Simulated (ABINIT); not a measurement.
# Si3Mo (Pm-3m): zone-centre phonons

Aim: the zone-centre modes of Si3Mo (Pm-3m).

Main program and level: ABINIT 10.8.3; DFT PBEsol, scalar-relativistic, plane waves, PseudoDojo norm-conserving pseudopotentials.

The structure was built from a prototype and need not be the compound's stable phase.

## (1) The starting structure

The structure is cubic, space group Pm-3m (No. 221). The conventional cell has a = 3.875 Å, b = 3.875 Å, c = 3.875 Å, α = 90.00°, β = 90.00°, γ = 90.00°. Nearest to Mo lie 12 Si at 2.74 Å. Nearest to Si lie 4 Mo at 2.74 Å and 8 Si at 2.74 Å. Farther neighbours are not listed.

## (2) A first look

A first run with smearing and empty bands tells whether the crystal has a gap, which decides between fixed occupations and smearing later on.

Input file probe.abi:

```
# ground state
tolvrs 1.0d-08
prtden 1
prtwf 1

# basis, mesh and filling
ecut 36.0
ngkpt 6 6 6
nshiftk 1
shiftk 0.0 0.0 0.0
istwfk *1
occopt 7
tsmear 0.005
nband 20
nstep 100
diemac 9.0
prtebands 0
prtgsr 0
useylm 1

# cell and atoms
acell 3*1.0 Angstrom
rprim 
    3.87478806 0.0 0.0
    0.0 3.87478806 0.0
    0.0 0.0 3.87478806
ntypat 2
znucl 42 14
natom 4
typat 1 2 2 2
xred 
    0.0 0.0 0.0
    0.0 0.5 0.5
    0.5 0.0 0.5
    0.5 0.5 0.0
pp_dirpath "./pseudo"
pseudos "Mo.upf, Si.upf"
```

Launch:

```sh
$ OMP_NUM_THREADS=1 mpirun -n 4 abinit probe.abi > probe.log
```

Numbers of over 12 decimals in the logs are rounded to 6 here.

probe.abo, the main output file:

```text
[banners, grids, parts of the stress and lines that vanish by symmetry left out]
- input  file    -> probe.abi
- output file    -> probe.abo
- root for input  files -> probei
[...]
Symmetries : space group Pm -3 m (#221); Bravais cP (primitive cubic)
[...]
mpw =        4076          nfft =       64000          nkpt =          20
[...]
== DATASET  1 ==================================================================
[...]
cutoff_energies: {ecut:  36.0, pawecutdg:  -1.0, }
[...]
ETOT  1  -82.673599572036    -8.267E+01 5.286E-02 8.674E+02
 ETOT  2  -81.184831551720     1.489E+00 2.832E-02 8.333E+03
 ETOT  3  -82.918659839808    -1.734E+00 1.072E-02 4.353E+01
 ETOT  4  -82.927690969215    -9.031E-03 2.690E-03 7.392E+00
 ETOT  5  -82.929107963848    -1.417E-03 4.193E-04 4.367E-01
 ETOT  6  -82.929200839840    -9.288E-05 4.463E-04 2.818E-02
 ETOT  7  -82.929206991838    -6.152E-06 9.041E-05 1.083E-05
 ETOT  8  -82.929206995443    -3.606E-09 1.316E-04 2.560E-07
 ETOT  9  -82.929206995514    -7.060E-11 2.690E-05 4.230E-09
 At SCF step    9       vres2   =  4.23E-09 < tolvrs=  1.00E-08 =>converged.
[...]
sigma(1 1)=  3.44369772E-04  sigma(3 2)=  0.00000000E+00
  sigma(2 2)=  3.44369772E-04  sigma(3 1)=  0.00000000E+00
  sigma(3 3)=  3.44369772E-04  sigma(2 1)=  0.00000000E+00
[...]
convergence: {deltae: -7.060E-11, res2:  4.230E-09, residm:  2.690E-05, diffor: null, }
etotal    :  -8.29292070E+01
[...]
sigma(1 1)=  3.44369772E-04  sigma(3 2)=  0.00000000E+00
  sigma(2 2)=  3.44369772E-04  sigma(3 1)=  0.00000000E+00
  sigma(3 3)=  3.44369772E-04  sigma(2 1)=  0.00000000E+00
[...]
- sigma(1 1)=  1.01317085E+01  sigma(3 2)=  0.00000000E+00
- sigma(2 2)=  1.01317085E+01  sigma(3 1)=  0.00000000E+00
- sigma(3 3)=  1.01317085E+01  sigma(2 1)=  0.00000000E+00
[...]
fcart     -0.0000000000E+00 -0.0000000000E+00 -0.0000000000E+00
           strten      3.4436977204E-04  3.4436977204E-04  3.4436977204E-04
================================================================================

[key lines of the parts left out:]
pressure_GPa:  -1.0132E+01
```

Run time: 15 s. Hardware: 4 MPI ranks of Arm Neoverse V1, shared host.

This step gave:

```
volume per atom   : 14.54 Å³
pressure          : -10.13 GPa
gap on the k-mesh : 0 eV
```

No gap opens on this mesh, so smearing is kept; the printed pressure holds the stress of the finite basis too.

## (3) Rough relaxation

The typed start is rough, so a first relaxation with smearing and loose thresholds takes it towards rest cheaply.

Input file prerelax.abi:

```
# relaxation
ionmov 2
optcell 2
dilatmx 1.15
chkdilatmx 0
ntime 40
tolmxf 3.0d-04
tolvrs 1.0d-10
prtwf 0
prtden 0
chksymtnons 0

# basis, mesh and filling
ecut 36.0
ecutsm 3.0
ngkpt 4 4 4
nshiftk 1
shiftk 0.0 0.0 0.0
istwfk *1
occopt 7
tsmear 0.005
nband 20
nstep 100
diemac 1000000.0
prtebands 0
prtgsr 0
useylm 1

# cell and atoms
acell 3*1.0 Angstrom
rprim 
    3.87478806 0.0 0.0
    0.0 3.87478806 0.0
    0.0 0.0 3.87478806
ntypat 2
znucl 42 14
natom 4
typat 1 2 2 2
xred 
    0.0 0.0 0.0
    0.0 0.5 0.5
    0.5 0.0 0.5
    0.5 0.5 0.0
pp_dirpath "./pseudo"
pseudos "Mo.upf, Si.upf"
```

Launch:

```sh
$ OMP_NUM_THREADS=1 mpirun -n 4 abinit prerelax.abi > prerelax.log
```

prerelax.abo, the main output file:

```text
[banners, grids, parts of the stress and lines that vanish by symmetry left out]
- input  file    -> prerelax.abi
- output file    -> prerelax.abo
- root for input  files -> prerelaxi
[...]
Symmetries : space group Pm -3 m (#221); Bravais cP (primitive cubic)
[...]
mpw =        6196          nfft =      110592          nkpt =          10
[...]
== DATASET  1 ==================================================================
[...]
cutoff_energies: {ecut:  36.0, pawecutdg:  -1.0, }
[...]
ETOT  1  -82.708436321559    -8.271E+01 4.624E-02 1.282E+03
 ETOT  2  -81.670714894814     1.038E+00 3.583E-02 1.027E+04
 ETOT  3  -82.922981314280    -1.252E+00 4.426E-03 3.915E+01
 ETOT  4  -82.927306706279    -4.325E-03 7.281E-04 2.568E+00
 ETOT  5  -82.927564443574    -2.577E-04 5.700E-04 1.269E-01
[...]
At SCF step   10       vres2   =  3.08E-12 < tolvrs=  1.00E-10 =>converged.
[...]
ETOT  8  -82.931588645393    -2.373E-12 5.426E-04 2.070E-12
 At SCF step    8       vres2   =  2.07E-12 < tolvrs=  1.00E-10 =>converged.
[...]
sigma(1 1)=  9.31127658E-07  sigma(3 2)=  0.00000000E+00
  sigma(2 2)=  9.31127658E-07  sigma(3 1)=  0.00000000E+00
  sigma(3 3)=  9.31127658E-07  sigma(2 1)=  0.00000000E+00
[...]
convergence: {deltae: -2.373E-12, res2:  2.070E-12, residm:  5.426E-04, diffor: null, }
etotal    :  -8.29315886E+01
[...]
At Broyd/MD step   4, gradients are converged :
[...]
sigma(1 1)=  9.31127658E-07  sigma(3 2)=  0.00000000E+00
  sigma(2 2)=  9.31127658E-07  sigma(3 1)=  0.00000000E+00
  sigma(3 3)=  9.31127658E-07  sigma(2 1)=  0.00000000E+00
[...]
- sigma(1 1)=  2.73947215E-02  sigma(3 2)=  0.00000000E+00
- sigma(2 2)=  2.73947215E-02  sigma(3 1)=  0.00000000E+00
- sigma(3 3)=  2.73947215E-02  sigma(2 1)=  0.00000000E+00
[...]
fcart     -0.0000000000E+00 -0.0000000000E+00 -0.0000000000E+00
           strten      9.3112765816E-07  9.3112765817E-07  9.3112765816E-07
================================================================================

[key lines of the parts left out:]
pressure_GPa:  -2.7395E-02
Total energy (etotal) [Ha]= -8.29315886453928E+01
```

Elapsed: 53 s, on 4 MPI ranks; 3.5 min of CPU time.

Step by step:

```csv
step,energy less that of the first step (eV),largest force (eV/Å),volume (Å³)
1,0.0000,0.0000,58.18
2,-0.0761,0.0000,56.53
3,-0.1087,0.0000,54.46
4,-0.1091,0.0000,54.65
```

```csv
"conventional cell, symmetrised",before,after,change
a (Å),3.875,3.795,-2.1 %
b (Å),3.875,3.795,-2.1 %
c (Å),3.875,3.795,-2.1 %
volume (Å³/atom),14.54,13.66,-6.1 %
```

Read from the output:

| Property | Result |
| --- | --- |
| volume per atom | 13.66 Å³ |
| pressure | -0.02739 GPa |

The volume changes by -6.1 % in this run and stands -6.1 % from the first cell.

## (4) Relaxation

The harmonic expansion needs vanishing forces, and a free crystal bears no stress, so cell and atoms are brought to rest. Stress is more sensitive to the basis than forces are: the last 3 Ha under the cutoff are smoothed with ecutsm, and the cutoff is raised above that of the later runs.

Input file relax.abi:

```
# relaxation
ionmov 2
optcell 2
dilatmx 1.08
ntime 40
tolmxf 1.0d-05
tolvrs 1.0d-14
prtwf 0
prtden 0
chksymtnons 0

# basis, mesh and filling
ecut 44.0
ecutsm 3.0
ngkpt 8 8 8
nshiftk 1
shiftk 0.0 0.0 0.0
istwfk *1
occopt 7
tsmear 0.01
nband 20
nstep 100
diemac 1000000.0
prtebands 0
prtgsr 0
useylm 1

# cell and atoms
acell 3*1.0 Angstrom
rprim 
    3.794855308 0.0 0.0
    0.0 3.794855308 0.0
    0.0 0.0 3.794855308
ntypat 2
znucl 42 14
natom 4
typat 1 2 2 2
xred 
    0.0 0.0 0.0
    0.0 0.5 0.5
    0.5 0.0 0.5
    0.5 0.5 0.0
pp_dirpath "./pseudo"
pseudos "Mo.upf, Si.upf"
```

Launch:

```sh
$ OMP_NUM_THREADS=1 mpirun -n 4 abinit relax.abi > relax.log
```

relax.abo, the main output file:

```text
[banners, grids, parts of the stress and lines that vanish by symmetry left out]
- input  file    -> relax.abi
- output file    -> relax.abo
- root for input  files -> relaxi
[...]
Symmetries : space group Pm -3 m (#221); Bravais cP (primitive cubic)
[...]
mpw =        6503          nfft =      110592          nkpt =          35
[...]
== DATASET  1 ==================================================================
[...]
cutoff_energies: {ecut:  44.0, pawecutdg:  -1.0, }
[...]
ETOT  1  -82.723789146977    -8.272E+01 6.537E-02 1.190E+03
 ETOT  2  -81.941540055237     7.822E-01 3.546E-02 8.483E+03
 ETOT  3  -82.930627533068    -9.891E-01 9.972E-03 4.177E+01
 ETOT  4  -82.935029786829    -4.402E-03 2.893E-03 6.883E+00
 ETOT  5  -82.935771822405    -7.420E-04 5.333E-03 2.671E-01
[...]
At SCF step   12       vres2   =  1.41E-16 < tolvrs=  1.00E-14 =>converged.
[...]
sigma(1 1)=  4.28091657E-05  sigma(3 2)=  0.00000000E+00
  sigma(2 2)=  4.28091657E-05  sigma(3 1)=  0.00000000E+00
  sigma(3 3)=  4.28091657E-05  sigma(2 1)=  0.00000000E+00
[...]
convergence: {deltae:  7.248E-12, res2:  1.413E-16, residm:  6.955E-05, diffor: null, }
etotal    :  -8.29358058E+01
[...]
ETOT  1  -82.931624323165    -8.293E+01 8.715E-03 3.790E+01
[...]
At SCF step   11       vres2   =  1.93E-17 < tolvrs=  1.00E-14 =>converged.
[...]
sigma(1 1)=  2.23631397E-05  sigma(3 2)=  0.00000000E+00
  sigma(2 2)=  2.23631397E-05  sigma(3 1)=  0.00000000E+00
  sigma(3 3)=  2.23631397E-05  sigma(2 1)=  0.00000000E+00
[...]
convergence: {deltae: -4.405E-12, res2:  1.935E-17, residm:  2.207E-05, diffor: null, }
etotal    :  -8.29358521E+01
[...]
ETOT  1  -82.930936711189    -8.293E+01 3.232E-02 4.433E+01
[...]
At SCF step   11       vres2   =  3.52E-17 < tolvrs=  1.00E-14 =>converged.
[...]
sigma(1 1)= -2.67331723E-07  sigma(3 2)=  0.00000000E+00
  sigma(2 2)= -2.67331723E-07  sigma(3 1)=  0.00000000E+00
  sigma(3 3)= -2.67331723E-07  sigma(2 1)=  0.00000000E+00
[...]
convergence: {deltae: -1.961E-12, res2:  3.523E-17, residm:  1.869E-06, diffor: null, }
etotal    :  -8.29358691E+01
[...]
ETOT  1  -82.935868433085    -8.294E+01 1.429E-06 6.135E-03
[...]
ETOT  7  -82.935869114950    -4.690E-13 8.413E-07 4.581E-13
 ETOT  8  -82.935869114953    -3.297E-12 4.740E-07 5.462E-17
 At SCF step    8       vres2   =  5.46E-17 < tolvrs=  1.00E-14 =>converged.
[...]
sigma(1 1)=  1.63048332E-09  sigma(3 2)=  0.00000000E+00
  sigma(2 2)=  1.63048331E-09  sigma(3 1)=  0.00000000E+00
  sigma(3 3)=  1.63048330E-09  sigma(2 1)=  0.00000000E+00
[...]
convergence: {deltae: -3.297E-12, res2:  5.462E-17, residm:  4.740E-07, diffor: null, }
etotal    :  -8.29358691E+01
[...]
At Broyd/MD step   4, gradients are converged :
[...]
sigma(1 1)=  1.63048332E-09  sigma(3 2)=  0.00000000E+00
  sigma(2 2)=  1.63048331E-09  sigma(3 1)=  0.00000000E+00
  sigma(3 3)=  1.63048330E-09  sigma(2 1)=  0.00000000E+00
[...]
- sigma(1 1)=  4.79704753E-05  sigma(3 2)=  0.00000000E+00
- sigma(2 2)=  4.79704751E-05  sigma(3 1)=  0.00000000E+00
- sigma(3 3)=  4.79704750E-05  sigma(2 1)=  0.00000000E+00
[...]
fcart     -0.0000000000E+00 -0.0000000000E+00 -0.0000000000E+00
           strten      1.6304833161E-09  1.6304833083E-09  1.6304833048E-09
================================================================================

[key lines of the parts left out:]
pressure_GPa:  -4.7970E-05
Total energy (etotal) [Ha]= -8.29358691149533E+01
```

The job ended after 2.6 min (4 MPI ranks; 10 min of CPU time).

The steps of the relaxation:

```
step  energy less that of the first step (eV)  largest force (eV/Å)  volume (Å³)
   1                                   0.0000                0.0000        54.65
   2                                  -0.0013                0.0000        54.44
   3                                  -0.0017                0.0000        54.21
   4                                  -0.0017                0.0000        54.21
```

```
conventional cell, symmetrised  before  after  change
                         a (Å)   3.795  3.785  -0.3 %
                         b (Å)   3.795  3.785  -0.3 %
                         c (Å)   3.795  3.785  -0.3 %
              volume (Å³/atom)   13.66  13.55  -0.8 %
```

Final coordinates:

```cif
data_structure
_symmetry_space_group_name_H-M 'P 1'
_symmetry_Int_Tables_number 1
_cell_length_a 3.7848
_cell_length_b 3.7848
_cell_length_c 3.7848
_cell_angle_alpha 90.000
_cell_angle_beta 90.000
_cell_angle_gamma 90.000
_cell_volume 54.21
loop_
_atom_site_label
_atom_site_type_symbol
_atom_site_fract_x
_atom_site_fract_y
_atom_site_fract_z
_atom_site_occupancy
Mo1 Mo 0.00000 0.00000 0.00000 1
Si2 Si 0.00000 0.50000 0.50000 1
Si3 Si 0.50000 0.00000 0.50000 1
Si4 Si 0.50000 0.50000 0.00000 1
```

This step gave:

```yaml
volume_per_atom: 13.55 Å³
pressure: -4.80e-5 GPa
```

The volume changes by -0.8 % in this run and stands -6.8 % from the first cell.

## (5) Self-consistent run for the response

First-order wavefunctions inherit every error of the ground state, hence the very tight tolvrs. Smearing stays on, as the first look found no gap above 0.3 eV.

Input file gs.abi:

```
# ground state
tolvrs 1.0d-16
prtden 1
prtwf 1

# basis, mesh and filling
ecut 36.0
ngkpt 8 8 8
nshiftk 1
shiftk 0.0 0.0 0.0
istwfk *1
occopt 7
tsmear 0.01
nband 20
nstep 100
diemac 1000000.0
prtebands 0
prtgsr 0
useylm 1

# cell and atoms
acell 3*1.0 Angstrom
rprim 
    3.784756034 0.0 0.0
    0.0 3.784756034 0.0
    0.0 0.0 3.784756034
ntypat 2
znucl 42 14
natom 4
typat 1 2 2 2
xred 
    0.0 0.0 0.0
    0.0 0.5 0.5
    0.5 0.0 0.5
    0.5 0.5 0.0
pp_dirpath "./pseudo"
pseudos "Mo.upf, Si.upf"
```

Launch:

```sh
$ OMP_NUM_THREADS=1 mpirun -n 4 abinit gs.abi > gs.log
```

gs.abo, the main output file:

```text
[banners, grids, parts of the stress and lines that vanish by symmetry left out]
- input  file    -> gs.abi
- output file    -> gs.abo
- root for input  files -> gsi
[...]
Symmetries : space group Pm -3 m (#221); Bravais cP (primitive cubic)
[...]
mpw =        3840          nfft =       64000          nkpt =          35
[...]
== DATASET  1 ==================================================================
[...]
cutoff_energies: {ecut:  36.0, pawecutdg:  -1.0, }
[...]
ETOT  1  -82.732607929255    -8.273E+01 1.034E-01 6.717E+02
 ETOT  2  -81.979013758771     7.536E-01 8.322E-02 4.743E+03
 ETOT  3  -82.930705431702    -9.517E-01 1.274E-02 2.310E+01
 ETOT  4  -82.935016697497    -4.311E-03 8.297E-03 3.605E+00
 ETOT  5  -82.935694701349    -6.780E-04 1.347E-03 1.349E-01
[...]
ETOT 12  -82.935724330949    -4.050E-12 3.553E-04 6.432E-16
 ETOT 13  -82.935724330945     4.206E-12 6.553E-05 5.536E-18
 At SCF step   13       vres2   =  5.54E-18 < tolvrs=  1.00E-16 =>converged.
[...]
sigma(1 1)=  5.58879063E-06  sigma(3 2)=  0.00000000E+00
  sigma(2 2)=  5.58879063E-06  sigma(3 1)=  0.00000000E+00
  sigma(3 3)=  5.58879063E-06  sigma(2 1)=  0.00000000E+00
[...]
convergence: {deltae:  4.206E-12, res2:  5.536E-18, residm:  6.553E-05, diffor: null, }
etotal    :  -8.29357243E+01
[...]
sigma(1 1)=  5.58879063E-06  sigma(3 2)=  0.00000000E+00
  sigma(2 2)=  5.58879063E-06  sigma(3 1)=  0.00000000E+00
  sigma(3 3)=  5.58879063E-06  sigma(2 1)=  0.00000000E+00
[...]
- sigma(1 1)=  1.64427897E-01  sigma(3 2)=  0.00000000E+00
- sigma(2 2)=  1.64427897E-01  sigma(3 1)=  0.00000000E+00
- sigma(3 3)=  1.64427897E-01  sigma(2 1)=  0.00000000E+00
[...]
fcart     -0.0000000000E+00 -0.0000000000E+00 -0.0000000000E+00
           strten      5.5887906257E-06  5.5887906257E-06  5.5887906257E-06
================================================================================

[key lines of the parts left out:]
pressure_GPa:  -1.6443E-01
```

Run time: 32 s. Hardware: 4 MPI ranks.

Read from the output:

```
pressure : -0.1644 GPa
```

The cell stands at -0.16 GPa: the relaxation ran with a smoothed and higher cutoff, and the difference is a stress of the finite basis.

(Continued in part 2 of 3.)

[Host names and launcher messages were left out of these logs when they were recorded.]

[Logs are printed without paths, hosts, clocks, repeated set-up lines and the standing remarks that a program may print on its own settings, such as how far it seeks lower states.]

[Hosts, paths, dates, database ids (printed as entryN), source tags and the programs' standing remarks are cut or masked in the printed files.]
